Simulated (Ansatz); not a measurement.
# Is GaAgMo in the AlB2 type a stable metal?

The plan: relax GaAgMo in the AlB2 type, check its phonons, and, if the lattice is stable, compute its Eliashberg function and ρ(T).

Method: DFT PBE, scalar-relativistic, plane waves, PAW, in Ansatz 0.2.0.

This is a report of a sequence of runs, with most program output left out.

The structure was built from a prototype and need not be the compound's stable phase.

### Step 1. The starting structure

Symmetry: P-6m2, No. 187, hexagonal system. The conventional cell has a = 3.861 Å, b = 3.861 Å, c = 4.054 Å, α = 90.00°, β = 90.00°, γ = 120.00°. Mo has 6 Ag at 3.01 Å and 6 Ga at 3.01 Å nearest. Ga has 3 Ag at 2.23 Å and 6 Mo at 3.01 Å nearest. Nearest to Ag lie 3 Ga at 2.23 Å and 6 Mo at 3.01 Å. Farther neighbours are not listed.

Structure file:

```cif
data_structure
_symmetry_space_group_name_H-M 'P 1'
_symmetry_Int_Tables_number 1
_cell_length_a 3.8609
_cell_length_b 3.8609
_cell_length_c 4.0539
_cell_angle_alpha 90.000
_cell_angle_beta 90.000
_cell_angle_gamma 120.000
_cell_volume 52.33
loop_
_atom_site_label
_atom_site_type_symbol
_atom_site_fract_x
_atom_site_fract_y
_atom_site_fract_z
_atom_site_occupancy
Mo1 Mo 0.00000 0.00000 0.00000 1
Ga2 Ga 0.33333 0.66667 0.50000 1
Ag3 Ag 0.66667 0.33333 0.50000 1
```

### Step 2. Rough relaxation

Large forces or a large pressure at the start call for a first relaxation with loose thresholds.

input.yaml reads:

```yaml
crystal:
  lattice:
    - [3.86086, 0.0, 0.0]
    - [-1.93043, 3.3436, 0.0]
    - [0.0, 0.0, 4.0539]
  atoms:
    - { symbol: Mo, position: [0.0, 0.0, 0.0] }
    - { symbol: Ga, position: [0.33333333, 0.66666667, 0.5] }
    - { symbol: Ag, position: [0.66666667, 0.33333333, 0.5] }
kpoints:
  mp_grid: { grid: [6, 6, 6] }
hamiltonian:
  xc: pbe
scf:
  occupations: { method: gaussian, width: 0.1 }
output:
  forces: true
  stress: true
  eigenvalues: true
relax:
  adjacent_minimum: "off"
  f_tol: 0.05
  max_steps: 80
  cell: { stress_tol: 0.5 }
```

Started as:

```sh
ansatz run input.yaml --threads 4 --pin off --max-ram 10240MiB --backend cpu --events-out ev --progress --plain --runs-dir out
```

Run time: 18 s. Hardware: 4 threads of Arm Neoverse V1, shared host; peak memory 0.42 GiB.

Relaxation path:

| step | energy less that of the first step (eV) | largest force component (eV/Å) | pressure (GPa) | volume (Å³) |
| --- | --- | --- | --- | --- |
| 1 | 0.0000 | 0.0000 | 8.24 | 52.33 |
| 2 | -0.6216 | 0.0000 | 2.33 | 52.77 |
| 3 | -1.0235 | 0.0000 | 1.21 | 51.85 |
| 4 | -1.3470 | 0.0000 | 0.91 | 50.81 |
| 5 | -1.6229 | 0.0000 | 1.42 | 49.68 |
| 6 | -1.9524 | 0.0000 | 1.57 | 48.61 |
| 7 | -2.1728 | 0.0000 | 3.83 | 47.29 |
| 8 | -2.1985 | 0.0000 | -2.09 | 48.78 |
| 9 | -2.2083 | 0.0000 | 0.02 | 48.20 |
| 10* | -2.2320 | 0.0000 | 0.97 | 48.20 |
| 11 | -2.2335 | 0.0000 | 0.11 | 48.46 |
| 12* | -2.2336 | 0.0000 | 0.11 | 48.46 |

Relaxation steps marked * repeat the geometry before them on a plane-wave basis chosen anew for their cell, so energy and pressure can jump there.

The run keeps the 12 symmetry operations that it works with, so distortions that break them were not tested.

| cell as run | before | after | change |
| --- | --- | --- | --- |
| a (Å) | 3.861 | 4.455 | +15.4 % |
| b (Å) | 3.861 | 4.455 | +15.4 % |
| c (Å) | 4.054 | 2.820 | -30.4 % |
| volume (Å³/atom) | 17.44 | 16.15 | -7.4 % |

Final coordinates:

```cif
data_structure
_symmetry_space_group_name_H-M 'P 1'
_symmetry_Int_Tables_number 1
_cell_length_a 4.4550
_cell_length_b 4.4550
_cell_length_c 2.8196
_cell_angle_alpha 90.000
_cell_angle_beta 90.000
_cell_angle_gamma 120.000
_cell_volume 48.46
loop_
_atom_site_label
_atom_site_type_symbol
_atom_site_fract_x
_atom_site_fract_y
_atom_site_fract_z
_atom_site_occupancy
Mo1 Mo 0.00000 0.00000 0.00000 1
Ga2 Ga 0.33333 0.66667 0.50000 1
Ag3 Ag 0.66667 0.33333 0.50000 1
```

Numbers from this step:

```yaml
pressure: 0.1117 GPa
volume_per_atom: 16.15 Å³
metallic_on_mesh: yes
gap_on_the_k_mesh: 0 eV
```

The largest force is now zero by symmetry and the largest stress component 0.18 GPa.

### Step 3. Relaxing cell and atoms

Lattice constant and positions set the bands and the force constants, so the cell is relaxed first.

input.yaml, the sections that differ from step 2:

```yaml
crystal:
  lattice:
    - [4.4550485016, 0.0, 0.0]
    - [-2.2275242508, 3.8581851775, 0.0]
    - [0.0, 0.0, 2.8195805736]
  atoms:
    - { symbol: Mo, position: [0.0, 0.0, 0.0] }
    - { symbol: Ga, position: [0.3333333333, 0.6666666667, 0.5] }
    - { symbol: Ag, position: [0.6666666667, 0.3333333333, 0.5] }
kpoints:
  mp_grid: { grid: [9, 9, 10] }
relax:
  adjacent_minimum: "off"
  f_tol: 0.005
  max_steps: 80
  cell: { stress_tol: 0.05 }
# hamiltonian, scf, output: as in step 2
```

Run time: 8.7 s. Hardware: 4 threads; peak memory 0.47 GiB.

Relaxation path:

| step | energy less that of the first step (eV) | largest force component (eV/Å) | pressure (GPa) | volume (Å³) |
| --- | --- | --- | --- | --- |
| 1 | 0.0000 | 0.0000 | 0.10 | 48.46 |
| 2 | -0.0001 | 0.0000 | -0.01 | 48.50 |
| 3 | -0.0001 | 0.0000 | -0.02 | 48.50 |

The log counts 1 steps on a newly chosen plane-wave basis, not all of them marked here; energy and pressure can jump at such steps.

| conventional cell, symmetrised | before | after | change |
| --- | --- | --- | --- |
| a (Å) | 4.455 | 4.459 | +0.1 % |
| b (Å) | 4.455 | 4.459 | +0.1 % |
| c (Å) | 2.820 | 2.816 | -0.1 % |
| volume (Å³/atom) | 16.15 | 16.17 | +0.1 % |

Final coordinates:

```xyz
3
Lattice="4.4595 0.0000 0.0000 -2.2297 3.8620 0.0000 0.0000 0.0000 2.8162" Properties=species:S:1:pos:R:3 pbc="T T T"
Mo    0.0000    0.0000    0.0000
Ga    0.0000    2.5747    1.4081
Ag    2.2297    1.2873    1.4081
```

This step gave:

```
pressure        : -0.01514 GPa
volume per atom : 16.17 Å³
```

The largest force is now zero by symmetry and the largest stress component 0.040 GPa.

### Step 4. Relaxing tightly for phonons

No force is left; the cell is relaxed once more with another smearing and tight thresholds.

input.yaml, the sections that differ from step 3:

```yaml
crystal:
  lattice:
    - [4.4594532741, 0.0, 0.0]
    - [-2.2297266371, 3.8619998224, 0.0]
    - [0.0, 0.0, 2.8161791304]
  atoms:
    - { symbol: Mo, position: [0.0, 0.0, 0.0] }
    - { symbol: Ga, position: [0.3333333333, 0.6666666667, 0.5] }
    - { symbol: Ag, position: [0.6666666667, 0.3333333333, 0.5] }
scf:
  occupations: { method: methfessel_paxton, width: 0.2 }
relax:
  adjacent_minimum: "off"
  f_tol: 0.001
  max_steps: 60
  cell: { stress_tol: 0.01 }
# kpoints, hamiltonian, output: as in step 3
```

Wall time 10 s (4 threads); peak memory 0.47 GiB; 38 s of CPU time.

Little changed from the start: no atom moved by 0.005 Å and no cell edge by 0.1 %.

This step gave:

```
pressure        : 0.002998 GPa
volume per atom : 16.16 Å³
```

The largest force is now zero by symmetry and the largest stress component 0.0037 GPa, small enough for phonons.

### Step 5. Phonons: q 2×2×2, k 4×4×6

Couplings are defined for a stable lattice alone, so phonons come first.

input.yaml reads:

```yaml
crystal:
  lattice:
    - [4.4576585559, 0.0, 0.0]
    - [-2.228829278, 3.8604455508, 0.0]
    - [0.0, 0.0, 2.8175198475]
  atoms:
    - { symbol: Mo, position: [0.0, 0.0, 0.0] }
    - { symbol: Ga, position: [0.3333333333, 0.6666666667, 0.5] }
    - { symbol: Ag, position: [0.6666666667, 0.3333333333, 0.5] }
kpoints:
  mp_grid: { grid: [4, 4, 6] }
hamiltonian:
  xc: pbe
scf:
  occupations: { method: methfessel_paxton, width: 0.2 }
output:
  eigenvalues: true
phonons:
  method: dfpt
  qmesh: [2, 2, 2]
  temperatures: { t_max: 1000, t_step: 50 }
  qpath:
    path:
      - [[0.0, 0.0, 0.0], [0.5, 0.0, 0.0], [0.33333333, 0.33333333, 0.0], [0.0, 0.0, 0.0], [0.0, 0.0, 0.5], [0.5, 0.0, 0.5], [0.33333333, 0.33333333, 0.5], [0.0, 0.0, 0.5]]
      - [[0.5, 0.0, 0.5], [0.5, 0.0, 0.0]]
      - [[0.33333333, 0.33333333, 0.5], [0.33333333, 0.33333333, 0.0]]
    npoints: 10
```

Wall time 34 s (4 threads); peak memory 0.57 GiB; 2.1 min of CPU time.

This step gave:

```
share of imaginary modes in the plain interpolation between solved wavevectors : 0.0635
highest frequency, solved or plainly interpolated                              : 231.8 cm⁻¹
```

Solved on the 2×2×2 mesh alone; all other wavevectors are interpolated. Phonon branches along the path, in cm⁻¹:

| point | branch 1 | branch 2 | branch 3 | branch 4 | branch 5 | branch 6 | branch 7 | branch 8 | branch 9 |
| --- | --- | --- | --- | --- | --- | --- | --- | --- | --- |
| Γ | 0 | 0 | 0 | 58 | 130 | 170 | 170 | 218 | 218 |
| halfway | 32 | 40 | 58 | 93 | 121 | 142 | 146 | 215 | 227 |
| M | 40 | 44 | 81 | 101 | 106 | 126 | 160 | 195 | 232 |
| halfway | 47 | 51 | 81 | 92 | 103 | 118 | 172 | 196 | 228 |
| K | 52 | 66 | 74 | 82 | 99 | 115 | 187 | 192 | 223 |
| halfway | 37 | 45 | 59 | 101 | 119 | 134 | 145 | 215 | 226 |
| Γ | 0 | 0 | 0 | 58 | 130 | 170 | 170 | 218 | 218 |
| halfway | -64 | 55 | 55 | 101 | 143 | 153 | 153 | 211 | 211 |
| A | -127 | 100 | 100 | 119 | 119 | 130 | 179 | 205 | 205 |
| halfway | -112 | 92 | 123 | 134 | 139 | 141 | 178 | 199 | 209 |
| L | -91 | 85 | 140 | 140 | 150 | 157 | 184 | 192 | 212 |
| halfway | -90 | 90 | 140 | 144 | 148 | 163 | 183 | 184 | 217 |
| H | -88 | 94 | 140 | 148 | 151 | 168 | 173 | 185 | 220 |
| halfway | -107 | 92 | 128 | 136 | 142 | 146 | 178 | 195 | 211 |
| A | -127 | 100 | 100 | 119 | 119 | 130 | 179 | 205 | 205 |
| jump to L | -91 | 85 | 140 | 140 | 150 | 157 | 184 | 192 | 212 |
| halfway | -12 | 71 | 106 | 119 | 134 | 138 | 167 | 194 | 224 |
| M | 40 | 44 | 81 | 101 | 106 | 126 | 160 | 195 | 232 |
| jump to H | -88 | 94 | 140 | 148 | 151 | 168 | 173 | 185 | 220 |
| halfway | -24 | 93 | 102 | 112 | 120 | 149 | 184 | 185 | 222 |
| K | 52 | 66 | 74 | 82 | 99 | 115 | 187 | 192 | 223 |

Lowest modes at the softest wavevector of the mesh. The modes at q = (0.000, 0.000, 0.500) (shares of kinetic energy by element, %) (negative means imaginary):

| mode | frequency (cm⁻¹) | Mo % | Ga % | Ag % |
| --- | --- | --- | --- | --- |
| 1 | -127.1 | 100 | 0 | 0 |
| 2 | 99.9 | 0 | 39 | 61 |
| 3 | 99.9 | 0 | 39 | 61 |
| 4 | 118.7 | 100 | 0 | 0 |
| 5 | 118.7 | 100 | 0 | 0 |
| 6 | 130.3 | 0 | 73 | 27 |

Displacements in mode 1 (-127.1 cm⁻¹), the largest set to 1, in the home cell:
```
Mo1 0.00 0.00 1.00
Ga2 0.00 0.00 0.00
Ag3 0.00 0.00 0.00
```

Displacements in mode 3 (99.9 cm⁻¹), the largest set to 1, in the home cell (x, y, z of the real part, then of the imaginary part):
```
Mo1  0.00  0.00  0.00  0.00  0.00  0.00
Ga2 -0.31  0.99  0.00  0.21  0.06  0.00
Ag3 -0.31  1.00  0.00  0.21  0.07  0.00
```

Among the solved wavevectors the lowest mode, translations apart, is -127 cm⁻¹, imaginary.

### Step 6. Phonons: q 3×3×2, k 6×6×8

An imaginary mode on so few k-points may come from the sampling, so the phonons are repeated with another q and k mesh.

Edit input.yaml of step 5 so:

```diff
@@ -10,3 +10,3 @@
 kpoints:
-  mp_grid: { grid: [4, 4, 6] }
+  mp_grid: { grid: [6, 6, 8] }
 hamiltonian:
@@ -19,3 +19,3 @@
   method: dfpt
-  qmesh: [2, 2, 2]
+  qmesh: [3, 3, 2]
   temperatures: { t_max: 1000, t_step: 50 }
```

The job ended after 2.2 min (4 threads; peak memory 0.74 GiB; 8.5 min of CPU time).

This step gave:

| Quantity | Value |
| --- | --- |
| share of imaginary modes in the plain interpolation between solved wavevectors | 0.0581 |
| highest frequency, solved or plainly interpolated | 231 cm⁻¹ |

Solved on the 3×3×2 mesh alone; all other wavevectors are interpolated. The phonon branches at the labelled points (cm⁻¹):

| point | branch 1 | branch 2 | branch 3 | branch 4 | branch 5 | branch 6 | branch 7 | branch 8 | branch 9 |
| --- | --- | --- | --- | --- | --- | --- | --- | --- | --- |
| Γ | 0 | 0 | 0 | 63 | 126 | 164 | 164 | 217 | 217 |
| halfway | 38 | 44 | 66 | 95 | 119 | 145 | 147 | 213 | 225 |
| M | 41 | 53 | 80 | 103 | 112 | 126 | 163 | 196 | 231 |
| halfway | 48 | 60 | 78 | 96 | 103 | 115 | 176 | 197 | 228 |
| K | 56 | 71 | 77 | 84 | 90 | 107 | 189 | 195 | 225 |
| halfway | 44 | 48 | 66 | 100 | 116 | 140 | 146 | 212 | 226 |
| Γ | 0 | 0 | 0 | 63 | 126 | 164 | 164 | 217 | 217 |
| halfway | -66 | 70 | 70 | 104 | 143 | 167 | 167 | 212 | 212 |
| A | -129 | 98 | 98 | 133 | 170 | 170 | 180 | 207 | 207 |
| halfway | -105 | 92 | 123 | 140 | 154 | 168 | 184 | 199 | 209 |
| L | -77 | 85 | 135 | 138 | 153 | 166 | 183 | 190 | 212 |
| halfway | -79 | 89 | 134 | 141 | 147 | 173 | 181 | 182 | 216 |
| H | -79 | 92 | 132 | 145 | 147 | 171 | 179 | 179 | 218 |
| halfway | -99 | 92 | 127 | 141 | 149 | 170 | 184 | 195 | 211 |
| A | -129 | 98 | 98 | 133 | 170 | 170 | 180 | 207 | 207 |
| jump to L | -77 | 85 | 135 | 138 | 153 | 166 | 183 | 190 | 212 |
| halfway | 29 | 75 | 108 | 121 | 135 | 142 | 167 | 193 | 223 |
| M | 41 | 53 | 80 | 103 | 112 | 126 | 163 | 196 | 231 |
| jump to H | -79 | 92 | 132 | 145 | 147 | 171 | 179 | 179 | 218 |
| halfway | -19 | 86 | 107 | 110 | 123 | 143 | 183 | 188 | 222 |
| K | 56 | 71 | 77 | 84 | 90 | 107 | 189 | 195 | 225 |

Lowest modes at the softest wavevector of the mesh. Modes at q = (0.000, 0.000, 0.500), with each element's share of the kinetic energy (negative means imaginary):

| mode | frequency (cm⁻¹) | Mo % | Ga % | Ag % |
| --- | --- | --- | --- | --- |
| 1 | -128.9 | 100 | 0 | 0 |
| 2 | 97.6 | 0 | 39 | 61 |
| 3 | 97.6 | 0 | 39 | 61 |
| 4 | 133.4 | 0 | 73 | 27 |
| 5 | 169.6 | 100 | 0 | 0 |
| 6 | 169.6 | 100 | 0 | 0 |

Displacements in mode 1 (-128.9 cm⁻¹), the largest set to 1, in the home cell:
```
Mo1 0.00 0.00 1.00
Ga2 0.00 0.00 0.00
Ag3 0.00 0.00 0.00
```

Displacements in mode 5 (169.6 cm⁻¹), the largest set to 1, in the home cell:
```
Mo1 0.00 1.00 0.00
Ga2 0.00 0.00 0.00
Ag3 0.00 0.00 0.00
```

The modes has structure finer than the step of the table below, so its rows give means over 10 cm⁻¹, whole bins alone (the curve runs from -138 to 248 cm⁻¹). Peaks (cm⁻¹: height): Ag 87.5: 0.025, 136.1: 0.0236, 179.8: 0.0152, 216.3: 0.0246; Ga 56.0: 0.0121, 85.1: 0.0219, 104.5: 0.0140, 136.1: 0.0260, 213.8: 0.0324; Mo -77.6: 0.0113, 56.0: 0.0107, 165.3: 0.0408.

Phonopy on the run's constants, 15x15x21 mesh, Gaussian sigma 2.8 cm⁻¹. Modes against wavenumber; means over each step; values in 1/cm⁻¹/cell:

| wavenumber (cm⁻¹) | Ag | Ga | Mo |
| --- | --- | --- | --- |
| -130 | 2.4e-6 | 6.0e-7 | 3.2e-4 |
| -120 | 3.7e-5 | 1.3e-5 | 0.00150 |
| -110 | 1.2e-4 | 3.9e-5 | 0.00255 |
| -100 | 2.6e-4 | 7.5e-5 | 0.00370 |
| -90 | 5.2e-4 | 1.1e-4 | 0.00531 |
| -80 | 0.00115 | 1.4e-4 | 0.00975 |
| -70 | 9.2e-4 | 1.1e-4 | 0.00739 |
| -60 | 6.6e-4 | 1.1e-4 | 0.00518 |
| -50 | 4.6e-4 | 9.6e-5 | 0.00354 |
| -40 | 5.3e-4 | 1.0e-4 | 0.00351 |
| -30 | 3.2e-4 | 8.2e-5 | 0.00222 |
| -20 | 1.5e-4 | 6.1e-5 | 9.6e-4 |
| -10 | 4.2e-5 | 1.4e-5 | 2.4e-4 |
| 0 | 1.1e-4 | 5.7e-5 | 4.7e-4 |
| 10 | 3.5e-4 | 1.4e-4 | 0.00139 |
| 20 | 9.8e-4 | 4.9e-4 | 0.00271 |
| 30 | 0.00178 | 0.00113 | 0.00356 |
| 40 | 0.00337 | 0.00363 | 0.00520 |
| 50 | 0.00743 | 0.0107 | 0.00942 |
| 60 | 0.00981 | 0.00961 | 0.00772 |
| 70 | 0.0143 | 0.00911 | 0.00545 |
| 80 | 0.0215 | 0.0168 | 0.00721 |
| 90 | 0.0211 | 0.0195 | 0.00550 |
| 100 | 0.0136 | 0.0100 | 0.00959 |
| 110 | 0.0172 | 0.0121 | 0.0154 |
| 120 | 0.0204 | 0.0159 | 0.0210 |
| 130 | 0.0224 | 0.0216 | 0.0204 |
| 140 | 0.0206 | 0.0226 | 0.0185 |
| 150 | 0.0119 | 0.0152 | 0.0245 |
| 160 | 0.00941 | 0.0104 | 0.0334 |
| 170 | 0.00947 | 0.00842 | 0.0300 |
| 180 | 0.0133 | 0.00879 | 0.0130 |
| 190 | 0.00925 | 0.0140 | 0.00489 |
| 200 | 0.0137 | 0.0214 | 0.00498 |
| 210 | 0.0198 | 0.0273 | 0.00350 |
| 220 | 0.0230 | 0.0286 | 0.00380 |
| 230 | 0.00995 | 0.0114 | 0.00228 |
| 240 | 1.3e-4 | 1.4e-4 | 3.7e-5 |

No LO-TO term; unit eigenvectors of the mass-weighted matrix. Modes at Γ, with each element's share of the kinetic energy:

| mode | frequency (cm⁻¹) | symmetry | Mo % | Ga % | Ag % |
| --- | --- | --- | --- | --- | --- |
| 1 | 0.0 | unnamed | 35 | 25 | 39 |
| 2 | 0.0 | unnamed | 35 | 25 | 39 |
| 3 | 0.0 | unnamed | 35 | 25 | 39 |
| 4 | 63.0 | A2'' | 1 | 66 | 33 |
| 5 | 126.5 | A2'' | 64 | 8 | 28 |
| 6 | 164.4 | E' | 64 | 20 | 15 |
| 7 | 164.4 | E' | 64 | 20 | 15 |
| 8 | 217.2 | E' | 1 | 54 | 45 |
| 9 | 217.2 | E' | 1 | 54 | 45 |

Displacements in mode 4 (63.0 cm⁻¹), the largest set to 1:
```
Mo1  0.00  0.00 -0.09
Ga2  0.00  0.00  1.00
Ag3  0.00  0.00 -0.56
```

Displacements in mode 8 (217.2 cm⁻¹), the largest set to 1:
```
Mo1  0.00  0.10  0.00
Ga2  0.00  1.00  0.00
Ag3  0.00 -0.73  0.00
```

Among the solved wavevectors the lowest mode, translations apart, is -129 cm⁻¹, imaginary.

### Step 7. Resistivity: q 3×3×2, k 6×6×8, scattering 8×8×12

Phonons, couplings and the Boltzmann equation in one run.

Edit input.yaml of step 6 so:

```diff
@@ -27 +27,4 @@
     npoints: 10
+  electrical_resistivity:
+    mesh: [8, 8, 12]
+    temperatures: [20.0, 50.0, 77.0, 100.0, 150.0, 200.0, 300.0, 400.0, 600.0, 800.0]
```

It took 2.8 min on 4 threads; peak memory 0.75 GiB.

The run ended with an error.

The program's message: “electrical resistivity: the mode of lowest frequency at the wavevector [0.0000, 0.0000, -0.5000] is imaginary, -128.87 cm⁻¹ (written negative): the force constants describe an unstable lattice; relax …”

The run stops because a mode is imaginary on the scattering mesh, where no scattering rate is defined; denser k meshes, other smearings and, between solved wavevectors, finer q meshes show whether the instability is real.

### Step 8. What came out

```yaml
phonon_run_of_the_rows_without_a_label_of_their_own: PBE, q 3×3×2, k 6×6×8
softest_mode_on_the_q_mesh: -129 cm⁻¹ at q = (0, 0, 0.5)
highest_frequency_solved_or_plainly_interpolated: 231 cm⁻¹
```

What this shows: The lattice is dynamically unstable at this level: a mode at q = (0, 0, 0.5) is imaginary, 129i cm⁻¹, so no harmonic coupling constant or resistivity is defined for this structure. These meshes are coarse, and single modes of a metal can move by tens of cm⁻¹ with the k mesh. The phonon runs are not spin-polarised. The structure was built by hand as an ordered model, and its stability against other phases was not tested.

[Logs are printed without paths, hosts, clocks, repeated set-up lines and the standing remarks that a program may print on its own settings, such as how far it seeks lower states.]

[Hosts, paths, dates, database ids (printed as entryN), source tags and the programs' standing remarks are cut or masked in the printed files.]
